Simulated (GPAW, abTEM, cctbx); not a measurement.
## Y2MgIr2: the scripts behind a bonding study

Short scripts, each with its output. The start was made by putting kin elements into a known structure type; the compound need not exist, or be stable, in this form.

### 1. Relax the structure

```text
cell
1.0
     0.000000000    0.000000000    3.919000000
     7.731000000    0.000000000    0.000000000
     0.000000000    7.731000000    0.000000000
Ir Y Mg
4 4 2
Direct
0.000000000 0.133400000 0.366600000
0.000000000 0.866600000 0.633400000
0.000000000 0.366600000 0.866600000
0.000000000 0.633400000 0.133400000
0.500000000 0.666100000 0.833900000
0.500000000 0.333900000 0.166100000
0.500000000 0.833900000 0.333900000
0.500000000 0.166100000 0.666100000
0.000000000 0.500000000 0.500000000
0.000000000 0.000000000 0.000000000
```

```python
from ase.constraints import FixSymmetry
from ase.filters import FrechetCellFilter
from ase.io import read, write
from ase.optimize import BFGS
from ase.parallel import parprint
from gpaw import GPAW, PW, FermiDirac

atoms = read("start.vasp")
atoms.set_constraint(FixSymmetry(atoms))
atoms.calc = GPAW(mode=PW(570), xc="PBE", kpts={"size": (5, 3, 3), "gamma": True},
                 occupations=FermiDirac(0.1), maxiter=120, symmetry={"tolerance": 1e-5}, txt="relax.txt")
BFGS(FrechetCellFilter(atoms), maxstep=0.15).run(fmax=0.03, steps=40)
parprint("cell  %.4f %.4f %.4f  %.2f %.2f %.2f" % tuple(atoms.cell.cellpar()))
parprint("volume %.3f A^3, largest force %.3f eV/A, largest stress %.2f GPa" % (atoms.get_volume(), abs(atoms.get_forces()).max(), 160.218 * abs(atoms.get_stress()).max()))
atoms.set_constraint()
write("relaxed.vasp", atoms, direct=True)
```

```console
$ OMP_NUM_THREADS=1 mpirun -n 4 gpaw python run.py > gpaw.log
```

```text
      Step        Energy          fmax
BFGS:    0      -65.511915        1.148863
BFGS:    1      -65.565244        1.094025
BFGS:    2      -65.905501        0.555093
BFGS:    3      -65.981478        0.345832
BFGS:    4      -65.992308        0.277917
BFGS:    5      -66.018991        0.091427
BFGS:    6      -66.020152        0.080427
BFGS:    7      -66.020252        0.093437
BFGS:    8      -66.020585        0.109588
BFGS:    9      -66.021426        0.123178
BFGS:   10      -66.023295        0.124961
BFGS:   11      -66.025726        0.097028
BFGS:   12      -66.027594        0.057586
BFGS:   13      -66.028583        0.052756
BFGS:   14      -66.029278        0.050510
BFGS:   15      -66.030581        0.056034
BFGS:   16      -66.033404        0.078350
BFGS:   17      -66.037596        0.092433
BFGS:   18      -66.039748        0.060634
BFGS:   19      -66.040377        0.016582
cell  3.9313 7.3876 7.3876  90.00 90.00 90.00
volume 214.556 A^3, largest force 0.008 eV/A, largest stress 0.12 GPa
```

Time: 9 min on 4 cores of Arm Neoverse V2 (shared host), peak memory 1.5 GiB.

### 2. Build the all-electron density and subtract free atoms

```text
cell
1.0
     0.000000000    0.000000000    3.931266810
     7.387606630    0.000000000    0.000000000
     0.000000000    7.387606630    0.000000000
Ir Y Mg
4 4 2
Direct
0.000000000 0.130097350 0.369902650
0.000000000 0.869902650 0.630097350
0.000000000 0.369902650 0.869902650
0.000000000 0.630097350 0.130097350
0.500000000 0.670188300 0.829811700
0.500000000 0.329811700 0.170188300
0.500000000 0.829811700 0.329811700
0.500000000 0.170188300 0.670188300
0.000000000 0.500000000 0.500000000
0.000000000 0.000000000 0.000000000
```

```python
import numpy as np
from ase.io import read
from ase.units import Bohr
from gpaw import GPAW, PW, FermiDirac
from gpaw.calculator import GPAW as OldGPAW
from gpaw.mpi import serial_comm, world
from scipy.special import erfc
from scipy.spatial import cKDTree

atoms = read("cell.vasp")
atoms.calc = GPAW(mode=PW(450), xc="PBE", kpts={"size": (6, 3, 3), "gamma": True},
                 occupations=FermiDirac(0.1), maxiter=120, symmetry={"tolerance": 1e-5}, txt="scf.txt")
atoms.get_potential_energy()
rho = atoms.calc.get_all_electron_density(gridrefinement=2)
moments = atoms.get_magnetic_moments() if atoms.calc.get_number_of_spins() == 2 else np.zeros(len(atoms))
total = atoms.get_magnetic_moment() if moments.any() else 0.0
if world.rank == 0:
    free = OldGPAW(mode=PW(450), xc="PBE", txt=None, communicator=serial_comm)
    neutral = atoms.copy()
    neutral.set_initial_magnetic_moments(None)
    free.initialize(neutral)
    free.set_positions(neutral)
    drho = rho - free.get_all_electron_density(gridrefinement=2)
    # GPAW starts from confined atoms: exchange their smooth part for that of the datasets' free atoms
    h = np.stack(np.meshgrid(*[np.fft.fftfreq(n, 1 / n) for n in drho.shape], indexing="ij"), -1)
    gabs = np.linalg.norm(h @ atoms.cell.reciprocal(), axis=-1)
    tails = np.fft.fftn(free.get_pseudo_density(gridrefinement=2))
    g, form, v0 = np.linspace(0, gabs.max(), 1500), {}, 0
    for e in set(atoms.symbols):
        idx = atoms.symbols.search(e)
        d = free.setups[idx[0]].data
        r, w = d.rgd.r_g * Bohr, d.rgd.r_g**2 * d.rgd.dr_g
        j0 = np.sinc(2 * g[:, None] * r)
        smooth = sum(f * p**2 for f, p in zip(d.f_j, d.phit_jg)) + np.sqrt(4 * np.pi) * d.nct_g
        full = sum(f * p**2 for f, p in zip(d.f_j, d.phi_jg)) + np.sqrt(4 * np.pi) * d.nc_g
        phase = sum(np.exp(-2j * np.pi * h @ s) for s in atoms.get_scaled_positions()[idx])
        tails -= np.interp(gabs, g, j0 @ (smooth * w)) * phase * drho.size / atoms.get_volume()
        form[e] = j0 @ (full * w)
        v0 += 2 * np.pi / 3 * 14.3996 * (full * w * r**2).sum() * len(idx)  # V A^3
    tails *= 0.5 * erfc((gabs - 1.8) / 0.25)  # the tails differ at long wavelengths alone
    drho += np.fft.ifftn(tails).real  # crystal minus superposed spherical free atoms
    np.save("drho.npy", drho)
    dv = atoms.get_volume() / drho.size
    print("grid", drho.shape, " electrons %.3f" % (rho.sum() * dv), " moved by bonding %.3f e" % (abs(drho).sum() * dv / 2))
    pts = np.indices(drho.shape).reshape(3, -1).T / drho.shape @ atoms.cell
    shifts = (np.indices((3, 3, 3)).reshape(3, -1).T - 1) @ atoms.cell
    images = (atoms.positions[None] + shifts[:, None]).reshape(-1, 3)
    dist, idx = cKDTree(images).query(pts, k=4)
    out = drho.ravel()[dist[:, 0] > 0.5]
    print("deformation density beyond 0.5 A of the nuclei: max %.3f, min %.3f e/A^3" % (out.max(), out.min()))
    tie = dist < dist[:, :1] + 1e-4
    q = -np.bincount((idx % len(atoms))[tie], (drho.ravel()[:, None] / tie.sum(1, keepdims=True) * tie)[tie], len(atoms)) * dv
    print("atom        x       y       z   Voronoi charge  moment")
    for a, s, c, m in zip(atoms, atoms.get_scaled_positions(), q, moments):
        print("%-2s%-3d %7.4f %7.4f %7.4f %10.3f %10.2f" % (a.symbol, a.index + 1, *s, c, m))
    np.savez("free.npz", g=g, **form)
    print("mean inner potential of superposed free atoms %.3f V" % (v0 / atoms.get_volume()))
    print("total magnetic moment %.3f muB" % total)
```

```console
$ OMP_NUM_THREADS=1 mpirun -n 4 gpaw python run.py > gpaw.log
```

```text
grid (40, 80, 80)  electrons 488.000  moved by bonding 1.911 e
deformation density beyond 0.5 A of the nuclei: max 0.120, min -0.112 e/A^3
atom        x       y       z   Voronoi charge  moment
Ir1    0.0000  0.1301  0.3699     -0.328       0.00
Ir2    0.0000  0.8699  0.6301     -0.328       0.00
Ir3    0.0000  0.3699  0.8699     -0.328       0.00
Ir4    0.0000  0.6301  0.1301     -0.328       0.00
Y 5    0.5000  0.6702  0.8298      0.218       0.00
Y 6    0.5000  0.3298  0.1702      0.218       0.00
Y 7    0.5000  0.8298  0.3298      0.218       0.00
Y 8    0.5000  0.1702  0.6702      0.218       0.00
Mg9    0.0000  0.5000  0.5000      0.221       0.00
Mg10   0.0000  0.0000  0.0000      0.221       0.00
mean inner potential of superposed free atoms 23.283 V
total magnetic moment 0.000 muB
```

Time: 36 s.

### 3. Fourier-transform the difference

```python
from cctbx import adptbx, crystal, miller, xray
from cctbx.eltbx import tiny_pse
import numpy as np

cs = crystal.symmetry(unit_cell=(7.3876, 7.3876, 3.9313, 90, 90, 90), space_group_symbol='Hall: -P 4 2ab')  # P4/mbm
atoms = [  # label, site, U (iso, or U11 U22 U33 U12 U13 U23 in A^2), occupancy
    ("Ir1", (0.1301, 0.3699, 0), 0.0000, 1),
    ("Y1", (0.67019, 0.82981, 0.5), 0.0000, 1),
    ("Mg1", (0.5, 0.5, 0), 0.0000, 1),
]
xs = xray.structure(crystal_symmetry=cs)
for label, site, u, occ in atoms:
    u = adptbx.u_cif_as_u_star(cs.unit_cell(), u) if isinstance(u, tuple) else u
    xs.add_scatterer(xray.scatterer(label, site=site, u=u, occupancy=occ))
xs.scattering_type_registry(table="wk1995")
drho = np.load("drho.npy")
T = np.array([[0, 1, 0], [0, 0, 1], [1, 0, 0]])  # conventional axes in terms of the primitive ones
dF = np.fft.ifftn(drho) * 214.55569  # electrons a conventional cell, indexed by primitive hkl
ms = miller.build_set(cs, anomalous_flag=False, d_min=0.9).sort("resolution")
iam = ms.structure_factors_from_scatterers(xs, algorithm="direct").f_calc()
p1 = xs.expand_to_p1()
z = np.array([tiny_pse.table(sc.scattering_type).atomic_number() for sc in p1.scatterers()])
x = np.array(p1.sites_frac())
free = np.load("free.npz")
print("static structure factors of the conventional cell: F in electrons, V (Mott-Bethe) in volts")
print("   h  k  l      d  |F| table  |F| free   |F| DFT   change   |V| free  |V| DFT  change %")
for h, d, table in list(zip(ms.indices(), ms.d_spacings().data(), iam.data()))[:16]:
    df = dF[tuple(np.rint(np.linalg.solve(T, h)).astype(int))]
    phase = np.exp(2j * np.pi * x @ h)
    f = sum(np.interp(1 / d, free["g"], free[sc.scattering_type]) * p for sc, p in zip(p1.scatterers(), phase))
    fz = (z * phase).sum()
    c = 14.3996 * d * d / (np.pi * cs.unit_cell().volume())
    v0, v1 = abs(fz - f) * c, abs(fz - f - df) * c
    print("%4d%3d%3d %7.4f %9.3f %9.3f %9.3f %8.3f %9.3f %8.3f %8s" % (h + (d, abs(table), abs(f), abs(f + df), abs(f + df) - abs(f), v0, v1, "%.1f" % (100 * (v1 / v0 - 1)) if v0 > 0.02 else "-")))
```

```console
$ python run.py
```

```text
static structure factors of the conventional cell: F in electrons, V (Mott-Bethe) in volts
   h  k  l      d  |F| table  |F| free   |F| DFT   change   |V| free  |V| DFT  change %
   1  1  0  5.2238   148.735   148.740   149.387    0.646     4.340    3.963     -8.7
   0  0  1  3.9313   167.397   167.272   168.313    1.041     2.882    2.538    -11.9
   2  0  0  3.6938    70.715    70.743    71.243    0.500     2.590    2.444     -5.6
   2  1  0  3.3038   103.850   103.706   104.267    0.561     1.204    1.073    -10.9
   1  1  1  3.1412    79.316    79.214    79.373    0.159     1.028    0.994     -3.3
   2  0  1  2.6920    68.164    68.152    67.942   -0.211     3.100    3.133      1.1
   2  2  0  2.6119    54.686    54.658    54.538   -0.120     2.293    2.310      0.8
   2  1  1  2.5293   281.247   281.000   280.876   -0.124     7.997    8.014      0.2
   3  1  0  2.3362   210.088   209.856   209.676   -0.180     6.012    6.033      0.3
   2  2  1  2.1755    16.265    16.281    16.420    0.139     0.362    0.348     -3.9
   3  2  0  2.0490   163.390   163.185   162.914   -0.271     3.679    3.703      0.7
   3  1  1  2.0083    91.183    90.998    90.710   -0.288     1.790    1.815      1.4
   0  0  2  1.9656   373.558   373.151   372.386   -0.765     9.480    9.543      0.7
   4  0  0  1.8469   268.446   268.200   267.981   -0.219     5.758    5.774      0.3
   1  1  2  1.8397   121.819   121.731   121.431   -0.300     2.491    2.513      0.9
   3  2  1  1.8170   144.988   144.804   144.707   -0.097     2.958    2.965      0.2
```

Time: 0.23 s on 1 core of Arm Neoverse V2 (shared host), peak memory 0.08 GiB.

### 4. Propagate a plane wave with and without the bonding term

```python
import abtem
import numpy as np
from ase.build import make_supercell
from ase.io import read

abtem.config.set({"dask.lazy": False, "fft": "fftw", "diagnostics.progress_bar": False})
M = [[0, 0, -1], [0, 1, 0], [1, 0, 0]]  # rows: x, y and beam direction in the primitive cell's axes
unit = make_supercell(read("cell.vasp"), M)
unit.set_cell(list(unit.cell.lengths()) + [90, 90, 90], scale_atoms=True)
unit.positions[:, 2] += 0.4914  # keeps atomic planes off the slice boundaries
unit.wrap()
slab = unit * (2, 2, 104)
print(slab.get_chemical_formula(), "| box %.2f x %.2f x %.2f A" % tuple(slab.cell.lengths()))

# change of the potential by bonding, from the DFT deformation density (Poisson's equation term by term)
drho = np.load("drho.npy")
prim = read("cell.vasp")
h = np.stack(np.meshgrid(*[np.fft.fftfreq(n, 1 / n) for n in drho.shape], indexing="ij"), -1).reshape(-1, 3).astype(int)
g2 = ((h @ prim.cell.reciprocal()) ** 2).sum(1)
keep = (g2 > 0) & (g2 < 2.5**2)
shape = (212, 212, 24)
vg = np.zeros(shape, complex)
hm = h[keep] @ np.array(M).T
move = np.exp(-2j * np.pi * hm[:, 2] * (0.4914 / unit.cell[2, 2] - 0.5 / shape[2]))  # the same shift, sampled at mid-points
vg[tuple(hm.T % np.array(shape)[:, None])] = -14.3996 / np.pi * (np.fft.fftn(drho).ravel() / drho.size)[keep] / g2[keep] * move
dV = np.fft.ifftn(vg).real * vg.size
dV = dV.reshape(212, 212, 4, 6).mean(3) * unit.cell[2, 2] / 4  # V A, projected in each slice
dV = np.tile(dV.transpose(2, 0, 1), (104, 2, 2))


def build(atoms):
    p = abtem.Potential(atoms, gpts=(424, 424), slice_thickness=[slab.cell[2, 2] / 416] * 416,
                        parametrization="lobato", projection="infinite", exit_planes=32).build()
    p.array[:] += BONDING * dV
    return p


sigmas = {'Ir': 0.067, 'Y': 0.076, 'Mg': 0.092}  # r.m.s. displacement along each axis, A
u = np.array([sigmas[s] for s in slab.symbols])[:, None]
rng = np.random.default_rng(332)


def potentials():
    for _ in range(3):  # frozen phonons, one configuration at a time
        atoms = slab.copy()
        atoms.positions += u * rng.standard_normal((len(atoms), 3))
        atoms.wrap()
        yield build(atoms)


for label, BONDING in (("IAM", 0.0), ("DFT", 1.0)):
    print("=====", label)
    rng = np.random.default_rng(332)  # the same displacements for both
    potential = build(slab)
    print("grid", potential.gpts, "slices", potential.num_slices)
    thickness = potential.exit_thicknesses
    wave = abtem.PlaneWave(energy=100000)
    dp = np.mean([wave.multislice(p).diffraction_patterns(max_angle="valid").array for p in potentials()], axis=0)
    hkl = [(0, 0, 0), (1, 0, 0), (1, 1, 0), (2, 0, 0), (2, 1, 0), (2, 2, 0), (3, 0, 0)]
    nx, ny = dp.shape[-2:]
    print("intensity of each beam, fraction of the incident wave")
    print("  t (A)" + "".join("%9s" % " ".join(map(str, h)) for h in hkl) + "  diffuse    total")
    grid = np.zeros((nx, ny), bool)
    grid[nx // 2 % 2::2, ny // 2 % 2::2] = True
    for t, a in list(zip(thickness, dp))[1:]:
        idx = [np.rint(np.array(M) @ np.linalg.solve([[0, 1, 0], [0, 0, 1], [1, 0, 0]], h)).astype(int) for h in hkl]
        print("%7.1f" % t + "".join("%9.5f" % a[nx // 2 + i[0] * 2, ny // 2 + i[1] * 2] for i in idx) + "%9.4f%9.4f" % (a[~grid].sum(), a.sum()))
```

```console
$ python run.py
```

```text
Ir1664Mg832Y1664 | box 14.78 x 14.78 x 408.85 A
===== IAM
grid (424, 424) slices 416
intensity of each beam, fraction of the incident wave
  t (A)    0 0 0    1 0 0    1 1 0    2 0 0    2 1 0    2 2 0    3 0 0  diffuse    total
   31.5  0.65477  0.00000  0.00211  0.00222  0.00165  0.00236  0.00001   0.0641   0.9930
   62.9  0.59510  0.00001  0.00094  0.00405  0.00233  0.00353  0.00004   0.1178   0.9880
   94.4  0.59849  0.00002  0.00113  0.00433  0.00021  0.00774  0.00010   0.1462   0.9837
  125.8  0.43336  0.00003  0.00344  0.00585  0.00080  0.01234  0.00012   0.1771   0.9797
  157.3  0.34545  0.00002  0.00981  0.01442  0.00178  0.01273  0.00013   0.2166   0.9746
  188.7  0.29080  0.00002  0.01739  0.01795  0.00102  0.01460  0.00007   0.2420   0.9702
  220.2  0.20476  0.00003  0.02685  0.01741  0.00193  0.01333  0.00003   0.2683   0.9659
  251.6  0.14879  0.00002  0.03672  0.01910  0.00242  0.00810  0.00007   0.2948   0.9616
  283.1  0.11241  0.00002  0.04343  0.01630  0.00199  0.00388  0.00005   0.3159   0.9578
  314.5  0.07822  0.00007  0.04721  0.01282  0.00228  0.00072  0.00008   0.3374   0.9538
  346.0  0.05758  0.00004  0.05026  0.01102  0.00199  0.00025  0.00007   0.3548   0.9499
  377.4  0.04793  0.00010  0.04810  0.01181  0.00160  0.00231  0.00009   0.3726   0.9459
  408.9  0.04349  0.00012  0.04554  0.01277  0.00129  0.00617  0.00012   0.3875   0.9422
===== DFT
grid (424, 424) slices 416
intensity of each beam, fraction of the incident wave
  t (A)    0 0 0    1 0 0    1 1 0    2 0 0    2 1 0    2 2 0    3 0 0  diffuse    total
   31.5  0.65321  0.00000  0.00205  0.00207  0.00177  0.00244  0.00001   0.0641   0.9930
   62.9  0.59134  0.00001  0.00168  0.00449  0.00194  0.00386  0.00004   0.1177   0.9881
   94.4  0.58468  0.00002  0.00299  0.00544  0.00009  0.00817  0.00009   0.1455   0.9839
  125.8  0.41131  0.00003  0.00670  0.00697  0.00056  0.01298  0.00011   0.1757   0.9800
  157.3  0.31946  0.00002  0.01520  0.01608  0.00113  0.01318  0.00013   0.2143   0.9753
  188.7  0.25786  0.00001  0.02437  0.02025  0.00052  0.01410  0.00006   0.2387   0.9711
  220.2  0.17238  0.00002  0.03444  0.01870  0.00121  0.01243  0.00004   0.2647   0.9671
  251.6  0.12640  0.00001  0.04378  0.01883  0.00166  0.00665  0.00007   0.2910   0.9629
  283.1  0.10234  0.00003  0.04801  0.01590  0.00139  0.00240  0.00005   0.3124   0.9592
  314.5  0.08796  0.00010  0.04743  0.01193  0.00177  0.00036  0.00007   0.3344   0.9552
  346.0  0.09300  0.00008  0.04584  0.00971  0.00167  0.00127  0.00006   0.3526   0.9513
  377.4  0.10923  0.00014  0.03851  0.00972  0.00145  0.00435  0.00007   0.3703   0.9474
  408.9  0.12858  0.00016  0.03109  0.00894  0.00124  0.00800  0.00010   0.3855   0.9436
```

Time: 90 s.

[Outputs are excerpts: Python notices, other lines and further rows are left out; steps that failed or that the build refused (PBEsol, TPSS) are not shown.]

[Logs are printed without paths, hosts, clocks, repeated set-up lines and the standing remarks that a program may print on its own settings, such as how far it seeks lower states.]
